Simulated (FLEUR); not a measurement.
# How the volume moves the moments of NiO

How does the volume change the magnetic state of NiO?

Calculated with FLEUR MaX-R8.1; PBE with U = 6 eV on Ni d; all-electron FLAPW, Dirac cores, scalar-relativistic bands.

## Step 1: Set-up

It takes space group Fm-3m (No. 225, cubic). Conventional cell: a = 4.172 Å, b = 4.172 Å, c = 4.172 Å, α = 90.00°, β = 90.00°, γ = 90.00°. Nearest to Ni lie 6 O at 2.09 Å. O has 6 Ni at 2.09 Å nearest. Farther neighbours and most contacts between anions are not listed.

Coordinates:

```xyz
2
Lattice="0.0000 2.0859 2.0859 2.0859 0.0000 2.0859 2.0859 2.0859 0.0000" Properties=species:S:1:pos:R:3 pbc="T T T"
Ni    0.0000    0.0000    0.0000
O     2.0859    2.0859    2.0859
```

## Step 2: Factor 1, start ferro +

The scan starts at the cell as given. The U counters the self-interaction that shrinks the moments of a localised shell.

All lengths change alike; the factor is that of the volume. Atoms keep their fractional places. Spheres, Kmax and the mesh are the same at all points, the spheres being those of the tightest cell. inpgen writes inp.xml from crystal.txt; cutoffs, mixing, functional, smearing and local orbitals are then set in the file. The k list default-1 (kpts.xml, not shown) is a Γ-centred 8×8×8 mesh; where the ranks do not divide the number of points, some are split in two of half the weight.

inp.xml reads:

```
<?xml version="1.0" encoding="UTF-8" standalone="no"?>
<fleurInput fleurInputVersion="0.39">
   <comment>
      NiO
   </comment>
   <calculationSetup>
      <cutoffs Kmax="4.4" Gmax="13.2" GmaxXC="13.2" numbands="0"/>
      <scfLoop itmax="110" minDistance="0.0001" maxIterBroyd="15" imix="Anderson" alpha="0.05" precondParam="0.0" spinf="2.0" sdNocoIR="T"/>
      <coreElectrons ctail="T" frcor="F" kcrel="0" coretail_lmax="0"/>
      <xcFunctional name="pbe" relativisticCorrections="F"/>
      <magnetism jspins="2"/>
      <soc l_soc="F" theta="0.0" phi="0.0" spav="F"/>
      <expertModes spex="0" secvar="F"/>
      <geometryOptimization l_f="F" forcealpha="1.0" forcemix="BFGS" epsdisp="0.00001" epsforce="0.00001"/>
      <ldaU l_linMix="F" mixParam="0.05" spinf="1.0"/>
   </calculationSetup>
   <cell>
      <bzIntegration valenceElectrons="24.0" mode="hist" fermiSmearingEnergy="0.00183747">
         <kPointListSelection listName="default-1"/>
         <xi:include xmlns:xi="http://www.w3.org/2001/XInclude" href="kpts.xml"> </xi:include>
      </bzIntegration>
      <xi:include xmlns:xi="http://www.w3.org/2001/XInclude" href="sym.xml"> </xi:include>
      <bulkLattice scale="1.0">
         <bravaisMatrix>
            <row-1>    0.0000000000000000     3.9417828250996005     3.9417828250996005</row-1>
            <row-2>    3.9417828250996005     0.0000000000000000     3.9417828250996005</row-2>
            <row-3>    3.9417828250996005     3.9417828250996005     0.0000000000000000</row-3>
         </bravaisMatrix>
      </bulkLattice>
   </cell>
   <atomSpecies>
      <species name="Nickel (Ni2.000" element="Ni" atomicNumber="28">
         <mtSphere radius="2.35" gridPoints="777" logIncrement="0.016"/>
         <atomicCutoffs lmax="8" lnonsphr="6"/>
         <electronConfig flipSpins="F">
            <coreConfig>(1s1/2) (2s1/2) (2p1/2) (2p3/2)</coreConfig>
            <valenceConfig>(3s1/2) (3p1/2) (3p3/2) (4s1/2) (3d3/2) (3d5/2)</valenceConfig>
            <stateOccupation state="(3d3/2)" spinUp="2.0" spinDown="1.2"/>
            <stateOccupation state="(3d5/2)" spinUp="3.0" spinDown="1.8"/>
         </electronConfig>
         <energyParameters s="4" p="4" d="3" f="4"/>
         <ldaU l="2" U="6.0" J="0.0" l_amf="F"/>
         <lo type="SCLO" l="0" n="3" eDeriv="0"/>
         <lo type="SCLO" l="1" n="3" eDeriv="0"/>
      </species>
      <species name="Oxygen (O)" element="O" atomicNumber="8">
         <mtSphere radius="1.33" gridPoints="441" logIncrement="0.024"/>
         <atomicCutoffs lmax="6" lnonsphr="4"/>
         <electronConfig flipSpins="F">
            <coreConfig>(1s1/2)</coreConfig>
            <valenceConfig>(2s1/2) (2p1/2) (2p3/2)</valenceConfig>
            <stateOccupation state="(2p1/2)" spinUp="0.666667" spinDown="0.666667"/>
            <stateOccupation state="(2p3/2)" spinUp="1.333333" spinDown="1.333333"/>
         </electronConfig>
         <energyParameters s="2" p="2" d="3" f="4"/>
      </species>
   </atomSpecies>
   <atomGroups>
      <atomGroup species="Nickel (Ni2.000">
         <relPos label="                   1">.0000000000 .0000000000 .0000000000</relPos>
         <force calculate="T" relaxXYZ="TTT"/>
      </atomGroup>
      <atomGroup species="Oxygen (O)">
         <relPos label="                   2">1.000/2.000 1.000/2.000 1.000/2.000</relPos>
         <force calculate="T" relaxXYZ="TTT"/>
      </atomGroup>
   </atomGroups>
   <output dos="F" band="F" slice="F">
      <bandDOS minEnergy="-.5*Htr" maxEnergy="0.5*Htr" sigma="0.015" storeEVData="T"/>
      <plotting iplot="0" polar="F">
         <plot TwoD="T" vec1="  1.0  0.0  0.0" vec2="  0.0  1.0  0.0" vec3="  0.0  0.0  1.0" zero="  0.0  0.0  0.0" file="plot"/>
      </plotting>
      <moessbauerParams electricFieldGradient="F" isomerShift="F" coreHyperfine="F" valenceHyperfine="F"/>
   </output>
</fleurInput>
```

crystal.txt reads:

```
NiO
&input film=F cartesian=F /
0.00000000000  2.08590164140  2.08590164140
2.08590164140  0.00000000000  2.08590164140
2.08590164140  2.08590164140  0.00000000000
1.8897261246
1.0 1.0 1.0

2
28 0.00000000000  0.00000000000  0.00000000000 : 2.000
8 0.50000000000  0.50000000000  0.50000000000

&kpt div1=8 div2=8 div3=8 gamma=T /
```

Started as:

```
$ OMP_NUM_THREADS=1 inpgen -f crystal.txt > inpgen.log  # inp.xml is then edited as shown
$ OMP_NUM_THREADS=1 mpirun -n 8 fleur_MPI > fleur.log
```

Output:

```text
Welcome to FLEUR        (www.flapw.de)
      MaX-Release 8.1          (www.max-centre.eu)

 ========== k-point set info ==========
 Selected k-point list: default-1
 k-point list type: mesh
 0 x 0 x 0
 Number of k points: 32

 ------------Calculation Setup---------------------------
 Number of MPI-tasks      :            8
 Number of PE/node        :            8
 Number of OMP-threads    :            1
 k-points in parallel     :            8
 pe's per k-point         :            1
 No of k-point loops      :            4
 Eigenvalue solver        :       lapack
 Number of basis functions:          202
 Approximate size of matrices (H+S) per k-point:         0.001 GB
 --------------------------------------------------------
 no density matrix found ... skipping LDA+U
 Reset of history
 Iteration:     1   Distance:      28.59027878 me/bohr^3
 Iteration:     2   Distance:      38.71345611 me/bohr^3
 Iteration:     3   Distance:      36.09966804 me/bohr^3
 Iteration:     4   Distance:      19.09278536 me/bohr^3
 Iteration:     5   Distance:       8.27520439 me/bohr^3
 Iteration:     6   Distance:       8.13260217 me/bohr^3
 Iteration:     7   Distance:       1.19911021 me/bohr^3
 Iteration:     8   Distance:       1.15367741 me/bohr^3
 Iteration:     9   Distance:       0.28069965 me/bohr^3
 Iteration:    10   Distance:       0.27032868 me/bohr^3
 Iteration:    11   Distance:       0.06923200 me/bohr^3
 Iteration:    12   Distance:       0.04948867 me/bohr^3
 Iteration:    13   Distance:       0.00763181 me/bohr^3
 Iteration:    14   Distance:       0.00620602 me/bohr^3
 Iteration:    15   Distance:       0.00225760 me/bohr^3
 Iteration:    16   Distance:       0.00042851 me/bohr^3
 Iteration:    17   Distance:       0.00036688 me/bohr^3
 Iteration:    18   Distance:       0.00029955 me/bohr^3
 Iteration:    19   Distance:       0.00003557 me/bohr^3

 ********************************************************************
 Run finished successfully
 Stop message:
   all done
 ********************************************************************

--- out.xml (last complete iteration) ---
<iteration numberForCurrentRun="   19" overallNumber="   19">
         [... left out ...]
         <bandgap value="2.4319234177" units="eV"/>
         <sumValenceSingleParticleEnergies value="-17.8888108667" units="Htr"/>
         <FermiEnergy value="0.2926045682" units="Htr"/>
         <valenceDensity>
            <mtCharges spin="1">
               <mtCharge atomType="1" total="9.3911334" s="1.1745505" p="3.2074222" d="4.9541570" f="0.0400847"/>
               <mtCharge atomType="2" total="2.2012477" s="0.6637799" p="1.5343505" d="0.0027414" f="0.0003194"/>
            </mtCharges>
            <mtCharges spin="2">
               <mtCharge atomType="1" total="7.5995669" s="1.1622530" p="3.1941887" d="3.1921828" f="0.0376521"/>
               <mtCharge atomType="2" total="2.0329669" s="0.6429936" p="1.3881865" d="0.0015183" f="0.0002269"/>
            </mtCharges>
            <spinDependentCharge spin="1" total="13.0000000" interstitial="1.4076189" mtSpheres="11.5923811"/>
            <spinDependentCharge spin="2" total="11.0000000" interstitial="1.3674662" mtSpheres="9.6325338"/>
            <totalCharge value="24.0000000000"/>
         </valenceDensity>
         [... left out ...]
         <magneticMomentsInMTSpheres units="muBohr">
            <globalMagMoment atomType="1" vec="0.00000   0.00000   1.79157"/>
            <localMagMoment atomType="1" vec="0.00000   0.00000   1.79157"/>
            <globalMagMoment atomType="2" vec="0.00000   0.00000   0.16828"/>
            <localMagMoment atomType="2" vec="0.00000   0.00000   0.16828"/>
         </magneticMomentsInMTSpheres>
         [... left out ...]
         <totalEnergy value="    -1595.9855172390" units="Htr">
            <sumOfEigenvalues value="     -910.2882209712">
               <coreElectrons value="-892.3994101045"/>
               <valenceElectrons value="-17.8888108667"/>
            </sumOfEigenvalues>
            <densityCoulombPotentialIntegral value="-2436.0209210898"/>
            <densityEffectivePotentialIntegral value="-2529.6926526722"/>
            <chargeDenXCDenIntegral value="-72.1919867702"/>
            <FockExchangeEnergyValence value="0.0000000000"/>
            <FockExchangeEnergyCore value="0.0000000000"/>
         [... left out ...]
            <dftUCorrection value="-0.8565989740"/>
            <tkbTimesEntropy value="0.0000000000"/>
            <freeEnergy value="-1595.9855172390"/>
            <extrapolationTo0K value="-1595.9855172390"/>
         </totalEnergy>
         [... left out ...]
         <ldaUDensityMatrixConvergence>
            <distance spin="1" distance="0.000000"/>
            <distance spin="2" distance="0.000000"/>
         </ldaUDensityMatrixConvergence>
         <densityConvergence units="me/bohr^3">
            <chargeDensity spin="1" distance="0.0000310362"/>
            <chargeDensity spin="2" distance="0.0000170111"/>
            <overallChargeDensity distance="0.0000352130"/>
            <spinDensity distance="0.0000355709"/>
         </densityConvergence>
      </iteration>
```

Run time: 6.5 s. Hardware: 8 MPI ranks of Arm Neoverse V2, shared host; peak memory 0.33 GiB.

Read from the output:

- free energy: -43428.9784 eV
- program's band gap on this mesh (in a metal only a level spacing): 2.432 eV
- magnetization: 2 μB
- final state: ferromagnetic
- largest moment: 1.792 μB

After 19 cycles the largest moment stands at 1.79 μB.

## Step 3: Factor 1, start antiferro q=(0,0,1/2) +-

The k list default-1 (kpts.xml, not shown) is a Γ-centred 8×8×4 mesh.

Edit inp.xml of step 2 so:

```diff
@@ -17,3 +17,3 @@
    <cell>
-      <bzIntegration valenceElectrons="24.0" mode="hist" fermiSmearingEnergy="0.00183747">
+      <bzIntegration valenceElectrons="48.0" mode="hist" fermiSmearingEnergy="0.00183747">
          <kPointListSelection listName="default-1"/>
@@ -26,3 +26,3 @@
             <row-2>    3.9417828250996005     0.0000000000000000     3.9417828250996005</row-2>
-            <row-3>    3.9417828250996005     3.9417828250996005     0.0000000000000000</row-3>
+            <row-3>    7.8835656501992011     7.8835656501992011     0.0000000000000000</row-3>
          </bravaisMatrix>
@@ -39,2 +39,16 @@
             <stateOccupation state="(3d5/2)" spinUp="3.0" spinDown="1.8"/>
+         </electronConfig>
+         <energyParameters s="4" p="4" d="3" f="4"/>
+         <ldaU l="2" U="6.0" J="0.0" l_amf="F"/>
+         <lo type="SCLO" l="0" n="3" eDeriv="0"/>
+         <lo type="SCLO" l="1" n="3" eDeriv="0"/>
+      </species>
+      <species name="Nickel (Ni-2.000" element="Ni" atomicNumber="28">
+         <mtSphere radius="2.35" gridPoints="777" logIncrement="0.016"/>
+         <atomicCutoffs lmax="8" lnonsphr="6"/>
+         <electronConfig flipSpins="F">
+            <coreConfig>(1s1/2) (2s1/2) (2p1/2) (2p3/2)</coreConfig>
+            <valenceConfig>(3s1/2) (3p1/2) (3p3/2) (4s1/2) (3d3/2) (3d5/2)</valenceConfig>
+            <stateOccupation state="(3d3/2)" spinUp="1.2" spinDown="2.0"/>
+            <stateOccupation state="(3d5/2)" spinUp="1.8" spinDown="3.0"/>
          </electronConfig>
@@ -62,4 +76,9 @@
       </atomGroup>
+      <atomGroup species="Nickel (Ni-2.000">
+         <relPos label="                   2">.0000000000 .0000000000 1.000/2.000</relPos>
+         <force calculate="T" relaxXYZ="TTT"/>
+      </atomGroup>
       <atomGroup species="Oxygen (O)">
-         <relPos label="                   2">1.000/2.000 1.000/2.000 1.000/2.000</relPos>
+         <relPos label="                   3">1.000/2.000 1.000/2.000 1.000/4.000</relPos>
+         <relPos label="                   4">1.000/2.000 1.000/2.000 -1.000/4.000</relPos>
          <force calculate="T" relaxXYZ="TTT"/>
```

crystal.txt reads:

```
NiO
&input film=F cartesian=F /
0.00000000000  2.08590164140  2.08590164140
2.08590164140  0.00000000000  2.08590164140
4.17180328280  4.17180328280  0.00000000000
1.8897261246
1.0 1.0 1.0

4
28 0.00000000000  0.00000000000  0.00000000000 : 2.000
28 0.00000000000  0.00000000000  0.50000000000 : -2.000
8 0.50000000000  0.50000000000  0.25000000000
8 0.50000000000  0.50000000000  0.75000000000

&kpt div1=8 div2=8 div3=4 gamma=T /
```

Output:

```text
[banner, memory and clock lines left out]
Welcome to FLEUR        (www.flapw.de)
      MaX-Release 8.1          (www.max-centre.eu)

 ========== k-point set info ==========
 Selected k-point list: default-1
 k-point list type: mesh
 0 x 0 x 0
 Number of k points: 80

 [... set-up left out ...]
 no density matrix found ... skipping LDA+U
 Reset of history
 Iteration:     1   Distance:      35.69083600 me/bohr^3
 Iteration:     2   Distance:      38.60286171 me/bohr^3
 Iteration:     3   Distance:      35.92159616 me/bohr^3
 Iteration:     4   Distance:      18.42286587 me/bohr^3
 Iteration:     5   Distance:      11.25117993 me/bohr^3
 Iteration:     6   Distance:       8.79084804 me/bohr^3
 Iteration:     7   Distance:       1.64819238 me/bohr^3
 Iteration:     8   Distance:       1.52108525 me/bohr^3
[... lines left out ...]
 Iteration:    18   Distance:       0.01068847 me/bohr^3
 Iteration:    19   Distance:       0.00755699 me/bohr^3
 Iteration:    20   Distance:       0.00461273 me/bohr^3
 Iteration:    21   Distance:       0.00131230 me/bohr^3
 Iteration:    22   Distance:       0.00106458 me/bohr^3
 Iteration:    23   Distance:       0.00008569 me/bohr^3

 ********************************************************************
 Run finished successfully
 Stop message:
   all done
 ********************************************************************

--- out.xml (last complete iteration) ---
<iteration numberForCurrentRun="   23" overallNumber="   23">
         [... left out ...]
         <bandgap value="3.2759146471" units="eV"/>
         <sumValenceSingleParticleEnergies value="-35.6964429430" units="Htr"/>
         <FermiEnergy value="0.2693264780" units="Htr"/>
         [... left out ...]
         <magneticMomentsInMTSpheres units="muBohr">
            <globalMagMoment atomType="1" vec="0.00000   0.00000   1.71086"/>
            <globalMagMoment atomType="2" vec="0.00000   0.00000  -1.71086"/>
            <globalMagMoment atomType="3" vec="0.00000   0.00000   0.00000"/>
         </magneticMomentsInMTSpheres>
         [... left out ...]
         <totalEnergy value="    -3191.9774946083" units="Htr">
            <sumOfEigenvalues value="    -1820.4410810400">
               <coreElectrons value="-1784.7446380970"/>
               <valenceElectrons value="-35.6964429430"/>
            </sumOfEigenvalues>
         [... left out ...]
            <freeEnergy value="-3191.9774946083"/>
            <extrapolationTo0K value="-3191.9774946083"/>
         </totalEnergy>
         [... left out ...]
         <ldaUDensityMatrixConvergence>
            <distance spin="1" distance="0.000005"/>
            <distance spin="2" distance="0.000005"/>
         </ldaUDensityMatrixConvergence>
         <densityConvergence units="me/bohr^3">
            <chargeDensity spin="1" distance="0.0000513390"/>
            <chargeDensity spin="2" distance="0.0000513613"/>
            <overallChargeDensity distance="0.0000856888"/>
            <spinDensity distance="0.0000566107"/>
         </densityConvergence>
      </iteration>
```

Run time: 34 s. Hardware: 8 MPI ranks; peak memory 0.53 GiB; 4.5 min of CPU time.

Spin moment in the muffin-tin sphere by atom:

```tsv
atom	spin moment in the muffin-tin sphere (μB)
Ni1	1.71
Ni2	-1.71
O3	0.00
O4	0.00
```

Read from the output:

- free energy: -86858.1325 eV
- program's band gap on this mesh (in a metal only a level spacing): 3.276 eV
- magnetization: 0 μB
- final state: antiferromagnetic

After 23 cycles the largest moment stands at 1.71 μB.

(Continued in part 2 of 2.)

[Logs and program files are shortened in this print: banners, set-up blocks, solver, clock and traceback lines can be left out without a mark of their own.]

[Logs are printed without paths, hosts, clocks, repeated set-up lines and the standing remarks that a program may print on its own settings, such as how far it seeks lower states.]

[Hosts, paths, dates, database ids (printed as entryN), source tags and the programs' standing remarks are cut or masked in the printed files.]

[Where a cell is said to come from a database of computed structures, the database is the Materials Project.]
